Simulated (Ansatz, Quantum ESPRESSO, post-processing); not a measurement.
# Ballistic transmission: Mo chain with one atom pushed 0.5 Å aside at constant bond length, part 4 of 4

Wanted: the transmission near the Fermi level and the conductance of this junction: Mo chain with one atom pushed 0.5 Å aside at constant bond length.

Quantum ESPRESSO 7.5; plane-wave DFT, LDA, GBRV ultrasoft pseudopotentials; cross-check by Ansatz 0.2.0 with PAW datasets.

So far. Step 3 (Transmission with pwcond.x): At no point does T exceed the number of channels. Step 5 (The open system, with ikind = 2): The message: “init_orbitals (1): Too big atomic spheres”. ikind = 2 asks for a second, right-hand lead, for which no boundary (bdr) or run was given; ikind = 1 fits one lead on both sides.

## 6. The same in Ansatz

A second code with its own PAW datasets, on the same atoms.

Level of this step: plane-wave DFT, LDA, Ansatz PAW (Ansatz 0.2.0).

input.yaml

```yaml
crystal:
  lattice:
    - [7.5, 0.0, 0.0]
    - [0.0, 7.5, 0.0]
    - [0.0, 0.0, 33.6374821937]
  atoms:
    - { symbol: Mo, position: [0.5, 0.5, 0.0] }
    - { symbol: Mo, position: [0.5, 0.5, 0.0668896675] }
    - { symbol: Mo, position: [0.5, 0.5, 0.133779335] }
    - { symbol: Mo, position: [0.5, 0.5, 0.2006690025] }
    - { symbol: Mo, position: [0.5, 0.5, 0.2675586701] }
    - { symbol: Mo, position: [0.5, 0.5, 0.3344483376] }
    - { symbol: Mo, position: [0.5, 0.5, 0.4013380051] }
    - { symbol: Mo, position: [0.566666667, 0.5, 0.4665551662] }
    - { symbol: Mo, position: [0.5, 0.5, 0.5317723274] }
    - { symbol: Mo, position: [0.5, 0.5, 0.5986619949] }
    - { symbol: Mo, position: [0.5, 0.5, 0.6655516624] }
    - { symbol: Mo, position: [0.5, 0.5, 0.7324413299] }
    - { symbol: Mo, position: [0.5, 0.5, 0.7993309975] }
    - { symbol: Mo, position: [0.5, 0.5, 0.866220665] }
    - { symbol: Mo, position: [0.5, 0.5, 0.9331103325] }
kpoints:
  mp_grid: { grid: [1, 1, 4] }
hamiltonian:
  xc: lda
scf:
  occupations: { method: fermi_dirac, width: 0.1 }
  convergence: { dr2_threshold: 1.0e-08 }
output:
  transmission:
    leads: [[0, 1]]
    e_range: [-2.0, 2.0]
    de: 0.05
    kmesh: [1, 1]
    reduced_basis: true
  write_potential: true
  write_density: true
  volumetric_format: npy
```

On the command line:

```bash
$ ansatz run input.yaml --threads 4 --pin off --max-ram 8192MiB --backend cpu --events-out ev --progress --plain --runs-dir out
```

Numbers of over 12 decimals in the logs are rounded to 6 here.

Log:

```text
Engine: ansatz 0.2.0, aarch64-unknown-linux-gnu
Pseudopotentials: kind: paw
Pseudopotential: Mo, paw, valence charge 14, recommended cutoff 420 eV (normal), Mo.paw.azcp
Functional definition: SPW92
  exchange = slater_x
  correlation = pw_c
Crystal: 15 atoms, lattice volume = 1892.108 Å³
Basis set: ecut = 420 eV, 37049 PW (Γ)
Bands: 126, of which v1, the nominal top of the filled ones, is band 105 counted from 1 (104 counted from 0)
Symmetry: 4 space group operations
Space group: Pmm2 (ITA 25), of the structure as read, at distance tolerance 1.2e-4 Å
k-points: 3 of 4
Non-local potential: Mo, projectors of the file, l = 0: 3, l = 1: 2, l = 2: 2, l = 3: 1
PAW form: soft (Blöchl's): semilocal exchange-correlation on the pseudo side does not see the compensation charge
PAW frozen core: Mo, regenerated for the run's functional, and the local potential with it (the file was generated under x = pbe(κ = 0.804, μ = 0.219515), c = pbe(β = 0.066725))
PAW one-centre angular grid: Mo, 590 points (default); XC on 64 Gauss nodes
Initial density: superposition of atomic densities (neutral atoms: chi_scale 0, normalization atom), corrected by the library's trained network
Initial wavefunctions: pseudopotential atomic-orbital guess
Functional: x = slater, c = lda
SCF iter   1: F=—  HF=-72565.043264 eV  |F-HF|=—  |Δ(HF+E_count)|=         —  Δρ=5.81e-3  dr2=4.29e0  ethr=1.77e-3  ⟨swp⟩=6.3  Hψ=1516  notcnv=0
preconditioner: auto → LDOS  [metal: Δε(μ)=0.089 eV  Ē_g=2.215 eV  σ=0.100 eV  W_gap=0.21  n_scr=216 (ndim 8)  ℏωp=8.1 eV  f_vac=0.609  D(μ)=31.82/eV (n_scr^D=158)  β→1.0]
SCF iter   2: F=—  HF=-72565.309447 eV  |F-HF|=—  |Δ(HF+E_count)|=   2.66e-1  Δρ=2.64e-3  dr2=1.12e-1  ethr=1.77e-3  ⟨swp⟩=2.0  Hψ=575  notcnv=0
SCF iter   3: F=—  HF=-72565.278103 eV  |F-HF|=—  |Δ(HF+E_count)|=   3.13e-2  Δρ=1.17e-3  dr2=2.40e-2  ethr=5.34e-5  ⟨swp⟩=2.0  Hψ=708  notcnv=0
SCF iter   4: F=—  HF=-72565.271628 eV  |F-HF|=—  |Δ(HF+E_count)|=   6.47e-3  Δρ=2.57e-4  dr2=1.15e-3  ethr=1.15e-5  ⟨swp⟩=2.7  Hψ=686  notcnv=0
SCF iter   5: F=—  HF=-72565.271352 eV  |F-HF|=—  |Δ(HF+E_count)|=   2.77e-4  Δρ=1.02e-4  dr2=4.46e-4  ethr=5.50e-7  ⟨swp⟩=2.7  Hψ=720  notcnv=0
SCF iter   6: F=—  HF=-72565.271328 eV  |F-HF|=—  |Δ(HF+E_count)|=   2.35e-5  Δρ=1.74e-5  dr2=1.07e-5  ethr=2.12e-7  ⟨swp⟩=2.0  Hψ=465  notcnv=0
SCF iter   7: F=—  HF=-72565.269149 eV  |F-HF|=—  |Δ(HF+E_count)|=   2.18e-3  Δρ=5.24e-6  dr2=9.10e-7  ethr=5.08e-9  ⟨swp⟩=2.0  Hψ=602  notcnv=0
SCF iter   8: F=—  HF=-72565.269150 eV  |F-HF|=—  |Δ(HF+E_count)|=   6.22e-8  Δρ=1.56e-6  dr2=6.41e-8  ethr=4.34e-10  ⟨swp⟩=2.0  Hψ=590  notcnv=0
SCF iter   9: F=-72565.269150 eV  HF=-72565.269150 eV  |F-HF|=1.00e-9  |Δ(HF+E_count)|=   4.01e-8  Δρ=5.11e-7  dr2=8.15e-9  ethr=4.76e-12  ⟨swp⟩=5.3  Hψ=997  notcnv=0
SCF 1 converged in 9 iterations: F = -72565.269150 eV  dr2 = 8.15e-9
  greatest PAW one-centre occupation: 0.999 electrons in one spin orbital (limit 2), on the Mo atom at site 9 (counted from 0), in its partial waves of l = 0
transmission: 42 of 252 steps passed
transmission: 84 of 252 steps passed
[...]
transmission: 252 of 252 steps passed
SCF converged after 9 iterations
Free energy (F): -72565.269150 eV
Harris-Foulkes:  -72565.269150 eV  (|F-HF|=1.00e-9)
Internal energy: -72564.216644 eV  (E = F + TS)
E sigma→0 (E₀):  -72564.742897 eV
Entropy (-TS):   -1.052506 eV (-70.167 meV/atom)
Fermi energy:    -1.617498 eV
--- Per-component energies (eV) ---
  E_band       = -5419.930772
  E_kinetic    = 6611.533551
  E_local      = -47764.033516  (includes V_loc(G=0)·N_el)
  E_nonlocal   = 2303.766722
  E_hartree    = 19506.454670
  E_xc         = -2662.228104
  E_vxc        = -3333.446310  (∫ρ·V_xc dr)
  E_paw        = -46369.731228  (= ΣΔE_a)
  E_vpaw       = -2250.670542  (= ΣTr[D̂ρ^β])
  E_aug_tail   = 0.000447  (compensation charges beyond the density's cutoff)
  E_ewald      = -4197.071429
  E_core_change = 7.092243  (= ΣΔE_core)
  E_smearing   = -1.052506  (= −TS)
  E_closure    = 0.000000  (closes the sum)
  Σ components = -72565.269150   (vs F -72565.269150, Δ=0.00e0)
--- Band table (eV) ---
  k-point 0: bands = [... 101 lower, -1.8140, -1.7971, -1.7966, -1.6523, -1.6218, -1.5457, -1.5138, -1.3943, ... 17 higher]
  k-point 1: bands = [... 101 lower, -1.8711, -1.7490, -1.7003, -1.6892, -1.5533, -1.5084, -1.4256, -1.3895, ... 17 higher]
  k-point 2: bands = [... 101 lower, -1.9106, -1.7445, -1.7432, -1.5652, -1.5650, -1.5603, -1.5562, -1.2679, ... 17 higher]
--- Transmission ---
  basis      : 497 plane waves across, 42 finite elements along
  points     : 1, standing for a mesh of 1 x 1
  energies   : 81 from -2.000000 to 2.000000 eV about the Fermi level, 0.050000 eV apart; the leads are filled to 0.000000 eV, and channels, transmission and decay are at 0.000000 eV
  crystal 0  : Mo1, at the sites [0, 1], period 2.2500 Å, over 31.50 Å; its Hamiltonian steps by up to 1.3 meV
    offset         : up to 0.0000 Å between an atom of the period and one for which it stands
    channels       : 6.000000e0 a spin
    conductance    : none, the energies end too early or step too widely for 300 K: set another output.transmission.e_range or a lower de, or, where they end at an eighth of basis.ecutwfc, a higher one
  junction   : crystal 0 to crystal 0, -0.43 to 30.96 Å
    transmission   : 5.949906e0 a spin
    error estimate : 1.905509e-4 a spin from the reduction of the transverse basis, at the most 1.402965e-3 at -0.800000 eV
    conductance    : none, the energies end too early or step too widely for 300 K: set another output.transmission.e_range or a lower de, or, where they end at an eighth of basis.ecutwfc, a higher one
```

The job ended after 54 s (4 threads of Arm Neoverse V2, shared host; peak memory 2.7 GiB).

Read from the output:

| Property | Result |
| --- | --- |
| free energy | -72565.2691 eV |
| energy at zero smearing | -72564.7429 eV |
| smearing term TS | 1.053 eV |
| Fermi energy | -1.617 eV |
| symmetry operations | 4 |
| transmission at the Fermi level, one spin | 5.950 |
| step of the lead's Hamiltonian over a period | 1.3 meV |

Per spin. The transmission by energy, zero at the Fermi level:

energy (eV), transmission and a bar from the least value:
```
    -2.00       2.93 
    -1.90       2.94 
    -1.80       2.94 
    -1.70       2.94 
    -1.55       2.93 
    -1.45       3.85 #########
    -1.35       3.95 ##########
    -1.25       3.96 ##########
    -1.15       3.96 ##########
    -1.05       3.95 ##########
    -0.90       3.88 #########
    -0.80       4.98 ####################
    -0.70       5.55 ##########################
    -0.60       5.75 ############################
    -0.50       5.85 #############################
    -0.40       5.91 ##############################
    -0.25       5.95 ##############################
    -0.15       5.96 ##############################
    -0.05       5.95 ##############################
     0.00       5.95 ##############################
     0.05       5.94 ##############################
     0.15       5.93 ##############################
     0.25       5.90 #############################
     0.40       5.84 #############################
     0.50       5.79 ############################
     0.60       5.74 ############################
     0.70       5.66 ###########################
     0.80       5.58 ##########################
     0.90       5.47 #########################
     1.05       5.25 #######################
     1.15       5.04 #####################
     1.25       4.72 ##################
     1.35       4.00 ###########
     1.45       3.54 ######
     1.55       3.71 ########
     1.70       3.80 #########
     1.80       3.83 #########
     1.90       3.84 #########
     2.00       3.85 #########
```

Per spin. Table of open channels by energy, zero at the Fermi level:

energy (eV), open channels and a bar from the least value:
```
    -2.00       3.00 
    -1.90       3.00 
    -1.80       3.00 
    -1.70       3.00 
    -1.55       3.00 
    -1.45       4.00 ##########
    -1.35       4.00 ##########
    -1.25       4.00 ##########
    -1.15       4.00 ##########
    -1.05       4.00 ##########
    -0.90       4.00 ##########
    -0.80       6.00 ##############################
    -0.70       6.00 ##############################
    -0.60       6.00 ##############################
    -0.50       6.00 ##############################
    -0.40       6.00 ##############################
    -0.25       6.00 ##############################
    -0.15       6.00 ##############################
    -0.05       6.00 ##############################
     0.00       6.00 ##############################
     0.05       6.00 ##############################
     0.15       6.00 ##############################
     0.25       6.00 ##############################
     0.40       6.00 ##############################
     0.50       6.00 ##############################
     0.60       6.00 ##############################
     0.70       6.00 ##############################
     0.80       6.00 ##############################
     0.90       6.00 ##############################
     1.05       6.00 ##############################
     1.15       6.00 ##############################
     1.25       6.00 ##############################
     1.35       6.00 ##############################
     1.45       4.00 ##########
     1.55       4.00 ##########
     1.70       4.00 ##########
     1.80       4.00 ##########
     1.90       4.00 ##########
     2.00       4.00 ##########
```

Ansatz finds T = 5.95 against pwcond's 5.95.

## 7. All levels side by side

All levels:

```
                   step  T at the Fermi level (per spin)  conductance (G0)  r.m.s. T(E) from the first  CPU time of the step (s)  peak memory (GiB)
                 Ansatz                             5.95                 -                           0                       199               2.68
                 pwcond                            5.951             5.951                     0.01191                      1078               0.53
pwcond, changed setting                             5.95              5.95                      0.0112                       977               0.51
```

Per spin. Transmission against energy, zero at the Fermi level:

```
energy (eV)  Ansatz  pwcond  pwcond, changed setting
      -2.00    2.93    2.93                     2.93
      -1.80    2.94    2.94                     2.94
      -1.60    2.94    2.94                     2.94
      -1.40    3.92    3.92                     3.92
      -1.20    3.96    3.96                     3.96
      -1.00    3.94    3.94                     3.94
      -0.90    3.88    3.89                     3.89
      -0.70    5.55    5.53                     5.53
      -0.50    5.85    5.85                     5.85
      -0.30    5.94    5.94                     5.94
      -0.20    5.95    5.96                     5.96
      -0.10    5.95    5.96                     5.95
       0.00    5.95    5.95                     5.95
       0.10    5.94    5.93                     5.93
       0.30    5.88    5.88                     5.88
       0.50    5.79    5.79                     5.79
       0.70    5.66    5.67                     5.67
       0.90    5.47    5.48                     5.48
       1.00    5.33    5.35                     5.35
       1.20    4.90    4.92                     4.92
       1.40    3.33    3.27                     3.27
       1.60    3.75    3.75                     3.75
       1.80    3.83    3.83                     3.83
       2.00    3.85    3.84                     3.84
```

## 8. A check by hand

G = 5.95 × 77.48 µS = 461 µS a cell, a resistance of 2.17 kΩ.

## 9. Outcome

```yaml
conductance_from_t_at_the_fermi_level_a_cell: 5.95 G₀
lead_channels_per_spin: 6.00
the_same_conductance_by_ansatz: 5.95 G₀
```

In words: The junction conducts 5.95 G₀ a cell at the Fermi level (LDA, GBRV ultrasoft). At the Fermi level the junction passes 99 % of what the leads offer, nearly all. At the Fermi level pwcond and Ansatz differ by 0.020 %, a close match. Over -2 to 2 eV, T lies between 2.9 and 6.0 per spin. The geometry is as built, not relaxed, and the leads are short. The chain ran without spin polarisation; chains of d metals can be magnetic.

[Logs are printed without paths, hosts, clocks, repeated set-up lines and the standing remarks that a program may print on its own settings, such as how far it seeks lower states.]

[Hosts, paths, dates, database ids (printed as entryN), source tags and the programs' standing remarks are cut or masked in the printed files.]

[Maps of the electrostatic potential energy from Ansatz leave out the sawtooth potential of an applied field or a dipole correction, so their vacuum need not be flat; planar profiles and work functions include it.]
